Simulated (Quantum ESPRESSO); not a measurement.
# NaCl (Fm-3m): from Born charge to LO-TO splitting

Aim: work out the LO frequency and the static dielectric constant of NaCl (Fm-3m) from one linear-response run, then check them.

Main program and level: Quantum ESPRESSO 7.5; DFT LDA, scalar-relativistic, plane waves, PseudoDojo norm-conserving pseudopotentials.

The database entry behind the starting cell differs from later determinations by our own check (an axis about 0.4 % short against later determinations), so it need not match the best structure at ambient conditions.

## (1) Set-up

It takes space group Fm-3m (No. 225, cubic). The conventional cell has a = 5.466 Å, b = 5.466 Å, c = 5.466 Å, α = 90.00°, β = 90.00°, γ = 90.00°. Nearest to Na lie 6 Cl at 2.73 Å. Cl has 6 Na at 2.73 Å nearest. Farther neighbours and most contacts between anions are not listed.

This is the cell after its relaxation at this level of theory, not the database cell from which that began.

## (2) What the response run gave

A linear-response run on the relaxed cell, with the response to an electric field; only its zone-centre results are used. Cutoff 88 Ry, k mesh 6×6×6.

What it wrote:

```text
[banners, grids, parts of the stress and lines that vanish by symmetry left out]
Program PHONON v.7.5
     Reading xml data from directory:

[...]
Exchange-correlation= PW
                           (   1   4   0   0   0   0   0)
[...]
kinetic-energy cut-off    =      88.0000  Ry
     charge density cut-off    =     352.0000  Ry
     convergence threshold     =      1.0E-18
[...]
Exchange-correlation= PW
                           (   1   4   0   0   0   0   0)
[...]
q = (   0.0000000   0.0000000   0.0000000 )
     49 Sym.Ops. (with q -> -q+G )
     G cutoff =  475.6762  (  30731 G-vectors)     FFT grid: ( 45, 45, 45)
     number of k points=    16
[...]
Mode symmetry, O_h (m-3m)  point group:
[...]
Dielectric constant
[...]
End of electric fields calculation
          Dielectric constant in cartesian axis
          (       2.681599777      -0.000000000       0.000000000 )
          (      -0.000000000       2.681599777      -0.000000000 )
          (       0.000000000      -0.000000000       2.681599777 )
          Effective charges (d Force / dE) in cartesian axis without acoustic sum rule applied (asr)
           atom    1  Na    Mean Z*:        1.07349
      Ex  (        1.07349        0.00000        0.00000 )
      Ey  (        0.00000        1.07349        0.00000 )
      Ez  (        0.00000        0.00000        1.07349 )
           atom    2  Cl    Mean Z*:       -1.07569
      Ex  (       -1.07569       -0.00000       -0.00000 )
      Ey  (       -0.00000       -1.07569        0.00000 )
      Ez  (       -0.00000        0.00000       -1.07569 )
          Effective charges Sum: Mean:       -0.00220
[...]
Effective charges (d Force / dE) in cartesian axis with asr applied:
           atom    1  Na    Mean Z*:        1.07459
[...]
atom    2  Cl    Mean Z*:       -1.07459
[...]
Representation #   1 modes #   1   2   3
[...]
End of self-consistent calculation
     Convergence has been achieved
     Representation #   2 modes #   4   5   6
[...]
End of self-consistent calculation
     Convergence has been achieved
[...]
Dielectric constant in cartesian axis
          (       2.681599777      -0.000000000       0.000000000 )
          (      -0.000000000       2.681599777      -0.000000000 )
          (       0.000000000      -0.000000000       2.681599777 )
          Effective charges (d Force / dE) in cartesian axis without acoustic sum rule applied (asr)
           atom    1  Na    Mean Z*:        1.07349
      Ex  (        1.07349        0.00000        0.00000 )
      Ey  (        0.00000        1.07349        0.00000 )
      Ez  (        0.00000        0.00000        1.07349 )
           atom    2  Cl    Mean Z*:       -1.07569
      Ex  (       -1.07569       -0.00000       -0.00000 )
      Ey  (       -0.00000       -1.07569        0.00000 )
      Ez  (       -0.00000        0.00000       -1.07569 )
          Effective charges Sum: Mean:       -0.00220
[...]
Effective charges (d Force / dE) in cartesian axis with asr applied:
           atom    1  Na    Mean Z*:        1.07459
[...]
atom    2  Cl    Mean Z*:       -1.07459
[...]
q = (    0.000000000   0.000000000   0.000000000 )
[...]
freq (    1) =       0.115999 [THz] =       3.869323 [cm-1]
     freq (    2) =       0.115999 [THz] =       3.869323 [cm-1]
     freq (    3) =       0.115999 [THz] =       3.869323 [cm-1]
     freq (    4) =       5.650558 [THz] =     188.482335 [cm-1]
     freq (    5) =       5.650558 [THz] =     188.482335 [cm-1]
     freq (    6) =       5.650558 [THz] =     188.482335 [cm-1]
[...]
Mode symmetry, O_h (m-3m)  point group:
     freq (   1-   3) =          3.9  [cm-1]   --> T_1u G_15  G_4- I
     freq (   4-   6) =        188.5  [cm-1]   --> T_1u G_15  G_4- I

   JOB DONE.
```

```csv
quantity,value
cell volume Ω (Å³),40.830
mass of Na (u),22.990
mass of Cl (u),35.450
"Born charge of Na, raw (e)",1.073
"Born charge of Cl, raw (e)",-1.076
ε∞,2.682
ω(TO) after the sum rule (cm⁻¹),188.4
```

## (3) The calculation

The charges must sum to zero over the cell; taking off their mean, -0.001 e, leaves Z* = 1.075 e on Na. In the polar mode Na moves against Cl, so the reduced mass is μ = 22.99 × 35.45 / 58.44 = 13.946 u.

A longitudinal wave builds up a field that adds to the restoring force: ω(LO)² = ω(TO)² + 4π Z*² / (μ Ω ε∞), in Hartree atomic units. With μ = 25422 electron masses and Ω = 275.54 bohr³ the second term is 7.7256e-07 Ha², or 37213 cm⁻² (1 Ha = 219474.6 cm⁻¹).

So ω(LO) = √(35502 + 37213) = 269.7 cm⁻¹, and by the Lyddane-Sachs-Teller relation ε₀ = ε∞ (ω(LO)/ω(TO))² = 5.49.

## (4) Check against the program

The analysis program adds the same non-analytic term to the full matrix, here for q along (1 0 0).

What it wrote:

```text
[banner, memory and clock lines left out]
Program DYNMAT v.7.5

     Reading Dynamical Matrix from file g.dyn
     ...Force constants read
     ...epsilon and Z* read

     Polarizability (A^3 units)
     multiply by 0.640807 for Clausius-Mossotti correction
         5.463788   -0.000000    0.000000
        -0.000000    5.463788   -0.000000
         0.000000   -0.000000    5.463788

     IR activities are in (D/A)^2/amu units

# mode   [cm-1]    [THz]      IR
    1     -0.00   -0.0000    0.0000
    2     -0.00   -0.0000    0.0000
    3      0.00    0.0000    0.0000
    4    188.42    5.6487    1.9103
    5    188.42    5.6487    1.9103
    6    269.66    8.0841    1.9103
```

ε₀ comes from the program's run without a direction of q.

| quantity | by hand | program |
| --- | --- | --- |
| ω(LO) (cm⁻¹) | 269.7 | 269.7 |
| ε₀ | 5.49 | 5.49 |

## (5) What came out

```json
{
  "TO mode": "188.4 cm⁻¹",
  "LO mode": "269.7 cm⁻¹",
  "static dielectric constant": "5.492"
}
```

**Reading.** The LO mode of NaCl (Fm-3m) lies at 270 cm⁻¹, 81 cm⁻¹ above the TO mode; the formula meets the program within 0.1 cm⁻¹, as it must for a cubic crystal with one polar mode. ω(LO)² − ω(TO)² goes with Z*²/ε∞: an error of 5 % in ε∞ would move the LO mode by 3.3 cm⁻¹, and semilocal functionals tend to overestimate ε∞. These are harmonic values at zero temperature, at the volume of this functional, for the structure held cubic; stability elsewhere in the zone is no part of this calculation.

[Host names and launcher messages were left out of these logs when they were recorded.]

[Logs are printed without paths, hosts, clocks, repeated set-up lines and the standing remarks that a program may print on its own settings, such as how far it seeks lower states.]

[Hosts, paths, dates, database ids (printed as entryN), source tags and the programs' standing remarks are cut or masked in the printed files.]
